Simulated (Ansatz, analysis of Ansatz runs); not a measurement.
# A hop of Br in CsLi2Br3 (Immm), charge +1

Wanted: path and barrier of a jump of Br in CsLi2Br3 (Immm) at charge +1. The case: V_Br hop (3.7 Å), in a cell of 72 host atoms with 1 Br taken out.

Calculated with Ansatz 0.2.0; plane-wave PAW DFT, PBEsol; nudged elastic band between two relaxed defect structures at fixed charge in a uniform background.

Most raw output is cut from this account.

### 1. Set-up

The cell holds 71 atoms: 12 Cs, 24 Li and 35 Br. Cell: a = 13.853 Å, b = 11.980 Å, c = 13.179 Å, α = 90.0°, β = 90.0°, γ = 67.3°. It derives from CsLi2Br3 (space group Immm). Nearest the centre at fractional (0.375, 0.625, 0.749): Br20 at 1.84 Å, Li33 at 1.95 Å, Li30 at 1.96 Å, Br44 at 3.74 Å, Cs26 at 3.74 Å, Br43 at 3.75 Å, Br15 at 3.75 Å, Cs25 at 3.77 Å. The cell carries charge +1.

The cell's shortest repeat is 12.0 Å.

### 2. Relaxation of the start point, charge +1

The ends come first: from an unrelaxed start the top is counted from too high an energy, and the barrier comes out too low. Small random displacements break the symmetry of the ideal sites, so that the defect can distort if it gains by it. The charge of +1 is set by the electron count, and a uniform background keeps the cell neutral.

Input file qp1.start/input.yaml:

```yaml
crystal:
  lattice:
    - [13.85313549, 0.0, 0.0]
    - [4.61771183, 11.05374572, 0.0]
    - [0.0, 0.0, 13.17916514]
  atoms:
    - { symbol: Cs, position: [0.0, 0.5, 0.0] }
    - { symbol: Cs, position: [0.08333333, 0.75, 0.5] }
    - { symbol: Cs, position: [0.16666667, 0.0, 0.0] }
    - { symbol: Cs, position: [0.25, 0.25, 0.5] }
    - { symbol: Li, position: [0.0, 0.5, 0.30795837] }
    - { symbol: Li, position: [0.08333333, 0.75, 0.80795837] }
    - { symbol: Li, position: [0.16666667, 0.0, 0.30795837] }
    - { symbol: Li, position: [0.25, 0.25, 0.80795837] }
[... 59 atom lines left out ...]
    - { symbol: Br, position: [0.66666667, 0.5, 0.5] }
    - { symbol: Br, position: [0.75, 0.75, 0.0] }
    - { symbol: Br, position: [0.83333333, 0.0, 0.5] }
    - { symbol: Br, position: [0.91666667, 0.25, 0.0] }
total_charge: 1
basis:
  ecutwfc: 420
  xc_grid: 2
hamiltonian:
  xc: pbesol
kpoints:
  mp_grid: { grid: [1, 1, 1], shift: [0.25, 0.25, 0.25] }
scf:
  occupations: { method: fixed }
  max_iter: 100
output:
  forces: true
relax:
  f_tol: 0.02
  max_steps: 70
  random_displacement: { amplitude: 0.03, seed: 6368 }
```

The run is started by

```sh
ansatz run input.yaml --threads 32 --pin off --max-ram 84787MiB --backend cuda --events-out ev --progress --plain --runs-dir out --max-vram 78GiB
```

It took 6.1 s on 1 × NVIDIA GB200 with 32 threads of Arm Neoverse V2, shared host; peak memory 1.4 GiB; 19 s of CPU time.

The steps of the relaxation:

| step | energy less that of the first step (eV) | largest force component (eV/Å) |
| --- | --- | --- |
| 1 | 0.0000 | 0.6863 |
| 2 | -0.7646 | 0.3103 |
| 3 | -0.9619 | 0.0883 |
| 4 | -1.0010 | 0.0593 |
| 5 | -1.0019 | 0.0847 |
| 6 | -1.0257 | 0.0275 |
| 7 | -1.0283 | 0.0135 |

The atoms that moved most (Å, from the sites as typed, ahead of the random displacement, the mean shift of all atoms taken out):

| atom | dx | dy | dz | length |
| --- | --- | --- | --- | --- |
| Br41 | 0.193 | 0.454 | 0.206 | 0.534 |
| Li30 | -0.013 | 0.414 | 0.065 | 0.419 |
| Li35 | -0.010 | -0.402 | -0.052 | 0.406 |
| Li32 | -0.020 | -0.367 | 0.085 | 0.377 |
| Li33 | -0.348 | 0.084 | -0.117 | 0.377 |
| Li56 | 0.340 | -0.050 | -0.125 | 0.366 |
| Br65 | -0.144 | 0.261 | 0.171 | 0.344 |
| Br43 | -0.158 | -0.269 | 0.100 | 0.328 |

Neighbours of Br20 at the end:

| atom | distance (Å) |
| --- | --- |
| Li30 | 2.505 |
| Li33 | 2.583 |
| Li6 | 2.677 |
| Li11 | 3.229 |
| Br15 | 3.684 |
| Cs26 | 3.765 |
| Br37 | 3.895 |
| Br13 | 3.916 |
| Cs2 | 3.939 |
| Br44 | 3.972 |

Read from the output:

| Property | Result |
| --- | --- |
| free energy | -167797.9028 eV |
| r.m.s. move of the farther half of the atoms | 0.05151 Å |
| largest move from the ideal geometry of this structure, a common shift of the far atoms taken out | 0.5353 Å |

The relaxation gained 1.028 eV and ended with a largest force component of 0.013 eV/Å.

### 3. Relaxation of the end point, charge +1

The end point is relaxed in the same cell and settings, so that the two energies compare. Atoms more than 3.2 Å from the middle of the hop start where the first relaxation left them, the nearer ones on or close to their ideal places, with small random displacements.

Input file qp1.end/input.yaml:

```yaml
crystal:
  lattice:
    - [13.85313549, 0.0, 0.0]
    - [4.61771183, 11.05374572, 0.0]
    - [0.0, 0.0, 13.17916514]
  atoms:
    - { symbol: Cs, position: [-0.00031267, 0.50129838, 0.00704515] }
    - { symbol: Cs, position: [0.08066399, 0.75474887, 0.49686007] }
[... 3 atom lines left out ...]
    - { symbol: Li, position: [0.08232339, 0.75253016, 0.80893887] }
[... 8 atom lines left out ...]
    - { symbol: Br, position: [0.1534514, 0.50600582, 0.78683613] }
[... 4 atom lines left out ...]
    - { symbol: Br, position: [0.5, 0.5, 0.77909] }
[... 4 atom lines left out ...]
    - { symbol: Cs, position: [0.32983365, 0.50112757, -0.00236495] }
    - { symbol: Cs, position: [0.4160049, 0.74796191, 0.49516793] }
[... 3 atom lines left out ...]
    - { symbol: Li, position: [0.41666667, 0.75, 0.80795837] }
[... 2 atom lines left out ...]
    - { symbol: Li, position: [0.33333333, 0.5, 0.69204163] }
[... 7 atom lines left out ...]
    - { symbol: Br, position: [0.41662835, 0.29202032, 0.73418759] }
[... 1 atom line left out ...]
    - { symbol: Br, position: [0.57981567, 0.72658231, 0.72618624] }
    - { symbol: Br, position: [0.32848572, 0.50284509, 0.49726532] }
    - { symbol: Br, position: [0.41902584, 0.74703655, -0.00321834] }
[... 10 atom lines left out ...]
    - { symbol: Li, position: [0.69247798, 0.49641089, 0.6830318] }
[... 14 atom lines left out ...]
    - { symbol: Br, position: [0.91784291, 0.24891802, 0.00059137] }
total_charge: 1
basis:
  ecutwfc: 420
  xc_grid: 2
hamiltonian:
  xc: pbesol
kpoints:
  mp_grid: { grid: [1, 1, 1], shift: [0.25, 0.25, 0.25] }
scf:
  occupations: { method: fixed }
  max_iter: 100
output:
  forces: true
relax:
  f_tol: 0.02
  max_steps: 70
  random_displacement: { amplitude: 0.01, seed: 6368 }
```

Wall time 6 s (1 × NVIDIA GB200 with 32 threads); peak memory 1.5 GiB; 22 s of CPU time.

The steps of the relaxation:

| step | energy less that of the first step (eV) | largest force component (eV/Å) |
| --- | --- | --- |
| 1 | 0.0000 | 1.0846 |
| 2 | -0.8064 | 0.5092 |
| 3 | -1.2916 | 0.2659 |
| 4 | -1.4797 | 0.0664 |
| 5 | -1.4943 | 0.0383 |
| 6 | -1.5081 | 0.0228 |
| 7 | -1.5101 | 0.0061 |
| 8 | -1.5104 | 0.0097 |

The atoms that moved most (Å, from the sites as typed, ahead of the random displacement):

| atom | dx | dy | dz | length |
| --- | --- | --- | --- | --- |
| Br37 | -0.294 | -0.601 | -0.128 | 0.681 |
| Br41 | -0.296 | -0.591 | -0.120 | 0.672 |
| Li33 | 0.018 | -0.417 | -0.061 | 0.421 |
| Br15 | 0.322 | 0.217 | -0.163 | 0.421 |
| Br43 | 0.319 | 0.204 | -0.164 | 0.412 |
| Li30 | 0.358 | -0.087 | 0.121 | 0.387 |
| Li6 | -0.338 | 0.033 | 0.119 | 0.360 |
| Li56 | -0.330 | 0.023 | 0.116 | 0.351 |

Neighbours of Br20 at the end:

| atom | distance (Å) |
| --- | --- |
| Li33 | 2.504 |
| Li30 | 2.584 |
| Li56 | 2.681 |
| Li32 | 3.216 |
| Br43 | 3.689 |
| Cs25 | 3.767 |
| Br41 | 3.896 |
| Br65 | 3.912 |
| Cs48 | 3.945 |

Numbers from this step:

```yaml
free_energy: -167797.9032 eV
r_m_s_move_of_the_farther_half_of_the_atoms: 0.05320 Å
largest_move_from_the_ideal_geometry_of_this_structure_a_common_shift_of_the_far_atoms_taken_out: 0.5543 Å
```

The relaxation gained 1.510 eV and ended with a largest force component of 0.0097 eV/Å. The end lies within 1 meV of the start.

### 4. Nudged elastic band, charge +1

5 movable images are laid between the ends on a pair-potential path, which keeps atoms from colliding in the first guess. Each image feels the true force across the path and a spring force along it. The highest image is set to climb to the top of the path.

This step: plane-wave PAW DFT, PBEsol; nudged elastic band between two relaxed defect structures at fixed charge in a uniform background.

Input file qp1.neb/input.yaml:

```yaml
crystal:
  lattice:
    - [13.85313549, 0.0, 0.0]
    - [4.61771183, 11.05374572, 0.0]
    - [0.0, 0.0, 13.17916514]
  atoms:
    - { symbol: Cs, position: [-0.00019439, 0.50005384, 0.00667453] }
    - { symbol: Cs, position: [0.08078227, 0.75350433, 0.49648945] }
    - { symbol: Cs, position: [0.16619785, 0.00053157, 0.00217777] }
    - { symbol: Cs, position: [0.25163782, 0.2473024, 0.50012214] }
    - { symbol: Li, position: [0.00159538, 0.49831493, 0.30756475] }
    - { symbol: Li, position: [0.08244167, 0.75128562, 0.80856824] }
    - { symbol: Li, position: [0.16742367, -0.0006109, 0.30783736] }
    - { symbol: Li, position: [0.24921918, 0.26334884, 0.81003544] }
    - { symbol: Li, position: [-0.00122569, 0.49980529, 0.6885509] }
    - { symbol: Li, position: [0.08320294, 0.75050009, 0.19121222] }
    - { symbol: Li, position: [0.16102188, 0.01834835, 0.68953113] }
    - { symbol: Li, position: [0.2504154, 0.25027243, 0.19259045] }
    - { symbol: Br, position: [-0.00107017, 0.00061584, 0.77518755] }
    - { symbol: Br, position: [0.08453629, 0.24911902, 0.28326097] }
    - { symbol: Br, position: [0.15356968, 0.50476128, 0.78646551] }
    - { symbol: Br, position: [0.24957207, 0.75038977, 0.28042771] }
    - { symbol: Br, position: [-0.00049443, 0.00074744, 0.21918162] }
    - { symbol: Br, position: [0.0835493, 0.2502822, 0.71745467] }
    - { symbol: Br, position: [0.16745688, 0.49948662, 0.2159643] }
    - { symbol: Br, position: [0.26636681, 0.73024851, 0.72888206] }
    - { symbol: Br, position: [0.00099574, 0.49889223, 0.49916513] }
    - { symbol: Br, position: [0.0822694, 0.75258685, -0.00085731] }
    - { symbol: Br, position: [0.16935283, -0.00348202, 0.50135519] }
    - { symbol: Br, position: [0.24995584, 0.24907599, 7.69e-06] }
    - { symbol: Cs, position: [0.32995193, 0.49988303, -0.00273558] }
    - { symbol: Cs, position: [0.41612318, 0.74671737, 0.4947973] }
    - { symbol: Cs, position: [0.49958965, 0.00098567, 0.00518952] }
    - { symbol: Cs, position: [0.58077784, 0.25060731, 0.5024269] }
    - { symbol: Li, position: [0.33251729, 0.49984734, 0.30484161] }
    - { symbol: Li, position: [0.40309761, 0.78716085, 0.8129854] }
    - { symbol: Li, position: [0.50033336, -0.00177318, 0.30880487] }
    - { symbol: Li, position: [0.59285051, 0.21654286, 0.81450763] }
    - { symbol: Li, position: [0.30553292, 0.50728605, 0.68329232] }
    - { symbol: Li, position: [0.41647201, 0.7494238, 0.19042709] }
    - { symbol: Li, position: [0.51128272, -0.03668557, 0.68815153] }
    - { symbol: Li, position: [0.58253142, 0.24985871, 0.19322077] }
    - { symbol: Br, position: [0.33650512, 0.01121875, 0.77523407] }
    - { symbol: Br, position: [0.41709396, 0.2482298, 0.28437938] }
    - { symbol: Br, position: [0.5832047, 0.74896818, 0.280991] }
    - { symbol: Br, position: [0.33391883, -0.00126916, 0.21725502] }
    - { symbol: Br, position: [0.41674663, 0.29077578, 0.73381696] }
    - { symbol: Br, position: [0.49906046, 0.49978948, 0.21495956] }
    - { symbol: Br, position: [0.57993396, 0.72533776, 0.72581561] }
    - { symbol: Br, position: [0.328604, 0.50160055, 0.49689469] }
    - { symbol: Br, position: [0.41914413, 0.745792, -0.00358897] }
    - { symbol: Br, position: [0.50107797, -0.00341755, 0.5032411] }
    - { symbol: Br, position: [0.5827416, 0.25287452, -0.00040036] }
    - { symbol: Cs, position: [0.67139936, 0.49780758, 0.00254672] }
    - { symbol: Cs, position: [0.75194721, 0.74877904, 0.49336322] }
    - { symbol: Cs, position: [0.83372996, -0.00064122, 0.00248111] }
    - { symbol: Cs, position: [0.91849379, 0.24678917, 0.4972113] }
    - { symbol: Li, position: [0.66688487, 0.49783384, 0.30519374] }
    - { symbol: Li, position: [0.75380027, 0.74066552, 0.81022194] }
    - { symbol: Li, position: [0.83210222, 0.00150201, 0.30779058] }
    - { symbol: Li, position: [0.91592049, 0.24879655, 0.8096861] }
    - { symbol: Li, position: [0.69259627, 0.49516634, 0.68266118] }
    - { symbol: Li, position: [0.74996152, 0.74984216, 0.19175316] }
    - { symbol: Li, position: [0.83752612, -0.0175999, 0.68889361] }
    - { symbol: Li, position: [0.91734935, 0.24844546, 0.19294196] }
    - { symbol: Br, position: [0.66288504, -0.00806078, 0.77627611] }
    - { symbol: Br, position: [0.74900667, 0.25021211, 0.28247181] }
    - { symbol: Br, position: [0.84117603, 0.50021728, 0.78700705] }
    - { symbol: Br, position: [0.91705544, 0.74970811, 0.28110047] }
    - { symbol: Br, position: [0.66652298, -0.00057436, 0.21806525] }
    - { symbol: Br, position: [0.73158338, 0.27330977, 0.73117871] }
    - { symbol: Br, position: [0.8337417, 0.49909737, 0.21844423] }
    - { symbol: Br, position: [0.91451874, 0.75143911, 0.71426484] }
    - { symbol: Br, position: [0.66867165, 0.4986546, 0.49773488] }
    - { symbol: Br, position: [0.74900766, 0.75097128, -0.00029024] }
    - { symbol: Br, position: [0.82972384, 0.0036597, 0.50085117] }
    - { symbol: Br, position: [0.91796119, 0.24767347, 0.00022074] }
total_charge: 1
basis:
  ecutwfc: 420
  xc_grid: 2
hamiltonian:
  xc: pbesol
kpoints:
  mp_grid: { grid: [1, 1, 1], shift: [0.25, 0.25, 0.25] }
scf:
  occupations: { method: fixed }
  max_iter: 100
output:
  forces: true
neb:
  images: 5
  f_tol: 0.04
  climbing: true
  initial_path: idpp
  max_iterations: 45
  order_check: false
  final_atoms:
    - { symbol: Cs, position: [-0.00196785, 0.49903944, 0.00671774] }
    - { symbol: Cs, position: [0.0788572, 0.74955776, 0.496861] }
[... 3 atom lines left out ...]
    - { symbol: Li, position: [0.05721507, 0.75276186, 0.81705042] }
[... 8 atom lines left out ...]
    - { symbol: Br, position: [0.17046901, 0.52286363, 0.77354315] }
[... 4 atom lines left out ...]
    - { symbol: Br, position: [0.48410485, 0.51642266, 0.77064812] }
[... 4 atom lines left out ...]
    - { symbol: Cs, position: [0.33414664, 0.50110324, 0.00512054] }
    - { symbol: Cs, position: [0.42041951, 0.74746852, 0.50228234] }
[... 3 atom lines left out ...]
    - { symbol: Li, position: [0.44540762, 0.7393383, 0.81615707] }
[... 2 atom lines left out ...]
    - { symbol: Li, position: [0.34747128, 0.45955578, 0.6864541] }
[... 7 atom lines left out ...]
    - { symbol: Br, position: [0.41340108, 0.23577369, 0.72414326] }
[... 1 atom line left out ...]
    - { symbol: Br, position: [0.59696215, 0.74227514, 0.71279151] }
    - { symbol: Br, position: [0.33119657, 0.50163142, 0.50326903] }
    - { symbol: Br, position: [0.42198222, 0.74570887, 0.00247162] }
[... 10 atom lines left out ...]
    - { symbol: Li, position: [0.66827026, 0.4957123, 0.69091738] }
[... 14 atom lines left out ...]
    - { symbol: Br, position: [0.92080889, 0.24376625, -0.00144296] }
```

The job ended after 17 s (1 × NVIDIA GB200 with 32 threads; peak memory 2.5 GiB; 57 s of CPU time).

Images along the path:

| image | path (Å) | energy (eV) | Br20: x, y, z (Å) |
| --- | --- | --- | --- |
| 0 | 0.000 | 0.0000 | 7.062, 8.072, 9.606 |
| 1 | 0.678 | 0.0460 | 7.273, 7.724, 9.782 |
| 2 | 1.356 | 0.1630 | 7.655, 7.332, 9.843 |
| 3 | 2.034 | 0.2200 | 8.091, 6.885, 9.877 |
| 4 | 2.709 | 0.1580 | 8.525, 6.436, 9.911 |
| 5 | 3.385 | 0.0410 | 8.901, 6.042, 9.984 |
| 6 | 4.061 | 0.0000 | 9.091, 5.708, 10.156 |

Numbers from this step:

- free energy: -167797.6827 eV
- barrier forward: 0.2201 eV
- barrier backward: 0.2205 eV
- end less start: -4.32e-4 eV
- hop length: 3.163 Å

Track of the atom that was set to move:

| image | x (Å) | y (Å) | z (Å) | nearest neighbour | distance (Å) |
| --- | --- | --- | --- | --- | --- |
| 0 | 7.062 | 8.072 | 9.606 | Li | 2.505 |
| 1 | 7.273 | 7.724 | 9.782 | Li | 2.474 |
| 2 | 7.655 | 7.332 | 9.843 | Li | 2.421 |
| 3 | 8.091 | 6.885 | 9.877 | Li | 2.4 |
| 4 | 8.525 | 6.436 | 9.911 | Li | 2.414 |
| 5 | 8.901 | 6.042 | 9.984 | Li | 2.473 |
| 6 | 9.091 | 5.708 | 10.16 | Li | 2.504 |

The band met its tolerance of 0.04 eV/Å after 6 iterations, with image 3 on top (the start counts as 0). Br20, which moves farthest between the ends, has 3 Li at 2.51 to 2.68 Å nearest at the start and 2 Li at 2.40 Å at the top.

(Part 1 of 2 ends here.)

[Logs are printed without paths, hosts, clocks, repeated set-up lines and the standing remarks that a program may print on its own settings, such as how far it seeks lower states.]

[Hosts, paths, dates, database ids (printed as entryN), source tags and the programs' standing remarks are cut or masked in the printed files.]
